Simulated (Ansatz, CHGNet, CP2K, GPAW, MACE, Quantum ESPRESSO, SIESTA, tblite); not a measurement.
# Random packing of 41In2S3-59GeS2 (mol %) (84 atoms) in SIESTA

How do the settings of SIESTA change the result for random packing of 41In2S3-59GeS2 (mol %) (84 atoms)? A plane-wave run serves as the yardstick.

Calculated with SIESTA 5.4.2; the method is named at each step.

## (1) Set-up

The cell holds 84 atoms: 18 In, 53 S and 13 Ge. Cell: a = 12.555 Å, b = 12.555 Å, c = 12.555 Å, α = 90.0°, β = 90.0°, γ = 90.0°. 84 atoms (18 In, 53 S, 13 Ge) packed at random in a cube at 3.95 g/cm³ and pushed apart as soft spheres, cations and anions kept from their own kind; a start for melting by ab initio MD, not an equilibrated structure. Then every atom was moved at random, 0.03 Å r.m.s. a Cartesian component.

The yardstick, on the same geometry:

```
method                 : Kohn-Sham DFT, PBE, PAW, plane waves (Ansatz 0.2.0); cutoff 420 eV, Γ point, fermi-dirac smearing of 0.05 eV; PAW set soft_2
r.m.s. force component : 0.7412 eV/Å
longest force          : 2.869 eV/Å
pressure               : 2.446 GPa
SCF cycles             : 11
time                   : 16 s on 8 threads of Arm Neoverse V2, shared host
CPU time               : 2 min
```

## (2) PBE, DZP, shift 0.01 Ry, mesh 300 Ry

Method: Kohn-Sham DFT, PBE, PseudoDojo 0.4.1 norm-conserving pseudopotentials (converted to PSML), numerical atomic orbitals (DZP), diagonalisation.

The .psml files are PseudoDojo norm-conserving potentials that we converted to this format, checked against plane waves on the same files for H, C, O, Si, Ge and Ca alone.

Input file input.fdf:

```
SystemLabel cell
NumberOfAtoms 84
NumberOfSpecies 3
%block ChemicalSpeciesLabel
  1 49 In
  2 16 S
  3 32 Ge
%endblock ChemicalSpeciesLabel
LatticeConstant 1.0 Ang
%block LatticeVectors
  12.55510 0.00000 0.00000
  0.00000 12.55510 0.00000
  0.00000 0.00000 12.55510
%endblock LatticeVectors
PAO.BasisSize DZP
PAO.EnergyShift 0.01 Ry
XC.Functional GGA
XC.Authors PBE
MeshCutoff 300 Ry
%block kgrid_Monkhorst_Pack
  1 0 0 0.0
  0 1 0 0.0
  0 0 1 0.0
%endblock kgrid_Monkhorst_Pack
SolutionMethod diagon
OccupationFunction FD
ElectronicTemperature 580 K
SCF.Mixer.Method Pulay
SCF.Mixer.Weight 0.15
SCF.Mixer.History 8
SCF.Mix Hamiltonian
MaxSCFIterations 300
SCF.DM.Tolerance 1e-04
SCF.H.Tolerance 1.0e-3 eV
WriteForces T
Write.HirshfeldPop T
Write.VoronoiPop T
Write.DM F
Write.H F
XML.Write F
AtomicCoordinatesFormat Fractional
%block AtomicCoordinatesAndAtomicSpecies
  0.10639 0.59302 0.90724 1
  0.00879 0.32433 0.52367 1
  0.53000 0.48930 0.85252 1
  0.48722 0.94386 0.44878 1
  0.65445 0.36022 0.22387 1
  0.02508 0.45121 0.21579 1
  0.66745 0.15753 0.37780 1
  0.21025 0.85691 0.66638 1
  0.58647 0.81723 0.18520 1
  0.68407 0.61824 0.32369 1
  0.37876 0.08951 0.90878 1
  0.83719 0.50856 0.57977 1
  0.60049 0.59568 0.57722 1
  0.08165 0.20269 0.29104 1
  0.31889 0.29348 0.26486 1
  0.78526 0.72992 0.72268 1
  0.87352 0.18629 0.10147 1
  0.96363 0.08131 0.48250 1
  0.82516 0.34256 0.97210 2
  0.17173 0.33569 0.42238 2
  0.27991 0.15143 0.75435 2
  0.91418 0.53423 0.37057 2
  0.96243 0.76369 0.66452 2
  0.64102 0.85773 0.68736 2
  0.66820 0.74872 0.91176 2
  0.90772 0.28255 0.26827 2
  0.34190 0.39669 0.71079 2
  0.06593 0.28075 0.71684 2
  0.10248 0.10531 0.01202 2
  0.71033 0.18000 0.56567 2
  0.86599 0.04952 0.91864 2
  0.35227 0.90828 0.79212 2
  0.80645 0.76253 0.37417 2
  0.37897 0.63227 0.30499 2
  0.36342 0.60143 0.55837 2
  0.40009 0.22484 0.04771 2
  0.68196 0.16521 0.18732 2
  0.74802 0.91238 0.09878 2
  0.17934 0.04291 0.30270 2
  0.92533 0.98313 0.31331 2
  0.99005 0.84792 0.11443 2
  0.58557 0.40817 0.62192 2
  0.51226 0.07922 0.68908 2
  0.64536 0.18726 0.87822 2
  0.98260 0.52944 0.04586 2
  0.02389 0.51301 0.61241 2
  0.37881 0.21365 0.51347 2
  0.16066 0.66305 0.16415 2
  0.42440 0.88031 0.27527 2
  0.45807 0.67298 0.78800 2
  0.54543 0.64544 0.11441 2
  0.84548 0.58574 0.83174 2
  0.31527 0.98344 0.06750 2
  0.30149 0.84373 0.49835 2
  0.19180 0.39077 0.91079 2
  0.76368 0.50665 0.16722 2
[... 24 atom lines left out ...]
  0.02608 0.67107 0.53148 3
  0.07591 0.04852 0.74325 3
  0.90789 0.21035 0.76227 3
  0.84717 0.79005 0.95449 3
%endblock AtomicCoordinatesAndAtomicSpecies
```

Command:

```
$ OMP_NUM_THREADS=1 mpirun -np 2 siesta < input.fdf > output.txt
```

The log of the run:

```text
Version         : 5.4.2
reinit: System Name:
reinit: System Label: cell
initatom: Reading input for the pseudopotentials and atomic orbitals ----------
Species number:   1 Atomic number:   49 Label: In
Species number:   2 Atomic number:   16 Label: S
Species number:   3 Atomic number:   32 Label: Ge
Ground state valence configuration (from tables):   5s02  5p01  5d00  4f00
Ground state valence configuration (from tables):   3s02  3p04  3d00  4f00
Ground state valence configuration (from tables):   4s02  4p02  4d00  4f00
---- Processing specs for species: In
GGA--PBE XC_GGA_X_PBE--XC_GGA_C_PBE pb
Semicore shell(s) with 10 electrons included in the valence for In
---- Processing specs for species: S
GGA--PBE XC_GGA_X_PBE--XC_GGA_C_PBE pb
---- Processing specs for species: Ge
GGA--PBE XC_GGA_X_PBE--XC_GGA_C_PBE pb
Semicore shell(s) with 10 electrons included in the valence for Ge
Semicore shell(s): 4d
Fallback to non-perturbative polarization scheme for In
Please see the manual if this is not desired in principle
Semicore shell(s): 3d
Fallback to non-perturbative polarization scheme for Ge
Please see the manual if this is not desired in principle
In pseudopotential only contains V_ls up to l=2 -- lmxkb reset.
S pseudopotential only contains V_ls up to l=2 -- lmxkb reset.
Ge pseudopotential only contains V_ls up to l=2 -- lmxkb reset.
Using PAO.SplitTailNorm
%block ChemicalSpeciesLabel
    1   49 In                      # Species index, atomic number, species label
    2   16 S                       # Species index, atomic number, species label
    3   32 Ge                      # Species index, atomic number, species label
%endblock ChemicalSpeciesLabel
%block PAO.Basis                 # Define Basis set
In                    4                    # Species label, number of l-shells
 n=5   0   2                         # n, l, Nzeta
   6.130      4.466
   1.000      1.000
 n=5   1   2                         # n, l, Nzeta
   8.345      6.217
[...]
n=4   2   1                         # n, l, Nzeta
   3.597
   1.000
[...]
8.345
[...]
S                     2                    # Species label, number of l-shells
[...]
n=3   1   2 P   1                   # n, l, Nzeta, Polarization, NzetaPol
[...]
Ge                    4                    # Species label, number of l-shells
[...]
6.996      5.083
   1.000      1.000
 n=3   2   1                         # n, l, Nzeta
[...]
n=4   2   1                         # n, l, Nzeta
   6.996
   1.000
%endblock PAO.Basis
coor:   Atomic-coordinates input format  =     Fractional
siesta: System type = bulk
initatomlists: Number of atoms, orbitals, and projectors:     84  1247  1512
siesta: ******************** Simulation parameters ****************************
Total number of electrons:   734.000000
Total ionic charge:   734.000000
 Kpoints in:            1 . Kpoints trimmed:            1
siesta: k-grid: Number of k-points = 1
siesta: k-points from Monkhorst-Pack grid
siesta: k-cutoff (effective) =     6.278 Ang
siesta: k-point supercell and displacements
siesta: k-grid:     1     0     0      0.000
siesta: k-grid:     0     1     0      0.000
siesta: k-grid:     0     0     1      0.000
                     ====================================
                        Single-point calculation
                     ====================================
outcell: Unit cell vectors (Ang):
       12.555100    0.000000    0.000000
        0.000000   12.555100    0.000000
        0.000000    0.000000   12.555100
outcell: Cell vector modules (Ang)   :   12.555100   12.555100   12.555100
outcell: Cell angles (23,13,12) (deg):     90.0000     90.0000     90.0000
outcell: Cell volume (Ang**3)        :   1979.0671
Gamma-point calculation with multiply-connected orbital pairs
Folding of H and S implicitly performed
Gamma-point calculation with multiply-connected orbital pairs
Folding of H and S implicitly performed
new_DM -- step:     1
Initializing Density Matrix...
Attempting to read DM from file... Failed...
DM filled with atomic data:
InitMesh: MESH = 144 x 144 x 144 = 2985984
InitMesh: Mesh cutoff (required, used) =   300.000   363.569 Ry
stepf: Fermi-Dirac step function
        iscf     Eharris(eV)        E_KS(eV)     FreeEng(eV)     dDmax    Ef(eV) dHmax(eV)
   scf:    1   -79796.640473   -79917.926917   -79918.344029  1.617114 -4.622412 12.755465
   scf:    2   -79700.441472   -79899.926367   -79900.326331  1.225091 -4.323940 33.056569
   scf:    3   -79865.811386   -79960.109137   -79960.561766  1.251469 -4.399635 16.620414
[...]
scf:   35   -79986.848840   -79986.848848   -79987.411962  0.000047 -4.537866  0.001077
   scf:   36   -79986.848864   -79986.848856   -79987.411962  0.000035 -4.537845  0.000712
SCF Convergence by DM+H criterion
max |DM_out - DM_in|         :     0.0000348834
max |H_out - H_in|      (eV) :     0.0007123465
SCF cycle converged after 36 iterations
Using DM_out to compute the final energy and forces
siesta: E_KS(eV) =           -79986.8489
siesta: E_KS - E_eggbox =    -79986.8489
siesta: Atomic forces (eV/Ang):
     1    0.615599   -0.772090    0.103393
     2   -0.828464   -0.700745    0.249922
     3   -0.339929   -0.211955   -1.672642
[...]
83   -1.129067   -0.665264    0.593897
    84    0.074331    0.763690    1.443502
----------------------------------------
   Tot   -0.005695    0.006027   -0.004438
----------------------------------------
   Max    3.344707
   Res    0.838358    sqrt( Sum f_i^2 / 3N )
----------------------------------------
   Max    3.344707    constrained
Stress tensor Voigt[x,y,z,yz,xz,xy] (kbar):      -26.34      -25.31      -39.05        5.10        1.50       -6.47
(Free)E + p*V (eV/cell)   -79950.0665
Target enthalpy (eV/cell)   -79987.4120
siesta: Program's energy decomposition (eV):
siesta: Ebs     =    -11531.568818
siesta: Eions   =     99919.452440
siesta: Ena     =     13452.432351
siesta: Ekin    =     49820.963849
siesta: Enl     =    -21776.951376
siesta: DEna    =       477.953328
siesta: DUscf   =        18.659126
siesta: Ex      =    -20654.596584
siesta: Ec      =     -1405.857110
siesta: Exc     =    -22060.453694
siesta: Eharris =    -79986.848864
siesta: Etot    =    -79986.848856
siesta: FreeEng =    -79987.411962
siesta: Final energy (eV):
siesta:  Band Struct. =  -11531.568818
siesta:       Kinetic =   49820.963849
siesta:       Hartree =   24731.085939
siesta:         Exch. =  -20654.596584
siesta:         Corr. =   -1405.857110
siesta:   Exch.-corr. =  -22060.453694
siesta:  Ion-electron =  -95689.292160
siesta:       Ion-ion =  -36789.152789
siesta:         Total =  -79986.848856
siesta:         Fermi =      -4.537845
siesta: Stress tensor (static) (eV/Ang**3):
siesta:    -0.016438   -0.004041    0.000936
siesta:    -0.004041   -0.015797    0.003182
siesta:     0.000936    0.003182   -0.024376
siesta: Cell volume =       1979.067143 Ang**3
siesta: Pressure (static):
siesta:                Solid            Molecule  Units
siesta:           0.00020552          0.00034592  Ry/Bohr**3
siesta:           0.01887025          0.03176086  eV/Ang**3
siesta:          30.23346779         50.88650992  kBar
    Orbital volume contribution        =          55.944591 eV
    (Free)E + p_basis*V_orbitals       =      -79931.467371 eV
    (Free)Eharris+ p_basis*V_orbitals  =      -79931.467378 eV
Hirshfeld Atomic Populations:
Atom #   charge [q] valence [e]  Species
     1     0.279413   12.720587  In
     2     0.181506   12.818494  In
     3     0.284320   12.715680  In
[...]
19    -0.116018    6.116018  S
    20    -0.195836    6.195836  S
    21    -0.101227    6.101227  S
[...]
72     0.174812   13.825188  Ge
    73     0.165593   13.834407  Ge
    74     0.152997   13.847003  Ge
[...]
--------------------
 Total     0.000000
Voronoi Atomic Populations:
Atom #   charge [q] valence [e]  Species
[...]
17     0.353621   12.646379  In
    18     0.245899   12.754101  In
[...]
70    -0.184283    6.184283  S
    71    -0.251578    6.251578  S
[...]
83     0.236570   13.763430  Ge
    84     0.227327   13.772673  Ge
--------------------
 Total    -0.000000
```

Run time: 5.3 min. Hardware: 2 MPI ranks of Arm Neoverse V2, shared host; peak memory 2 GiB; 11 min of CPU time.

Banners, paths, timers and routine set-up lines are dropped from the logs unmarked, and long logs keep their key lines alone; longer cuts are marked.

Against the reference:

```
r.m.s. force component                  : 0.8384 eV/Å
r.m.s. difference of force components   : 204.7 meV/Å
longest difference of force vectors     : 792.8 meV/Å
force difference over r.m.s. force      : 27.61 %
slope of forces against the reference's : 1.101
correlation of force components         : 0.9739
pressure                                : 3.023 GPa
pressure difference                     : 0.5777 GPa
```

This run lies far from the reference in forces at the same functional.

Length of the force difference by element (eV/Å):

```tsv
element	atoms	mean	most
Ge	13	0.49	0.79
In	18	0.17	0.34
S	53	0.30	0.67
```

A closer look about S35, whose charge lies farthest from its element's mean: 10 atoms, nearest first, numbered in the order of the input, with positions taken from that point.

```tsv
atom	x	y	z	distance (Å)	Hirshfeld charge (e)	Fx	Fy	Fz (eV/Å)
S35	0.00	0.00	0.00	0.00	-0.04	-0.70	0.13	1.70
Ge75	0.74	-1.16	-1.66	2.16	0.19	-0.28	0.31	-0.32
In13	2.98	-0.07	0.24	2.99	0.19	-0.11	0.32	0.72
S68	-2.07	0.64	2.36	3.20	-0.18	-0.10	0.40	-0.95
S34	0.20	0.39	-3.18	3.21	-0.09	-0.49	0.00	-0.49
S27	-0.27	-2.57	1.91	3.22	-0.08	0.72	0.20	0.11
S54	-0.78	3.04	-0.75	3.23	-0.18	0.71	-0.31	-0.68
S60	-2.69	0.22	-1.78	3.23	-0.08	0.78	0.93	-0.63
S50	1.19	0.90	2.88	3.25	-0.11	-0.15	-0.50	-0.73
S58	2.39	1.89	-1.15	3.25	-0.16	0.71	-1.28	-0.33
```

Forces lie 28 % from the reference's, at 5.4 times its CPU time (on 2 against 8 cores).

[end of part 1 of 2]

[Also dropped from logs without a mark: logging warnings of Python, and SIESTA's first energy breakdown and zero terms.]

[Logs are printed without paths, hosts, clocks, repeated set-up lines and the standing remarks that a program may print on its own settings, such as how far it seeks lower states.]

[Hosts, paths, dates, database ids (printed as entryN), source tags and the programs' standing remarks are cut or masked in the printed files.]
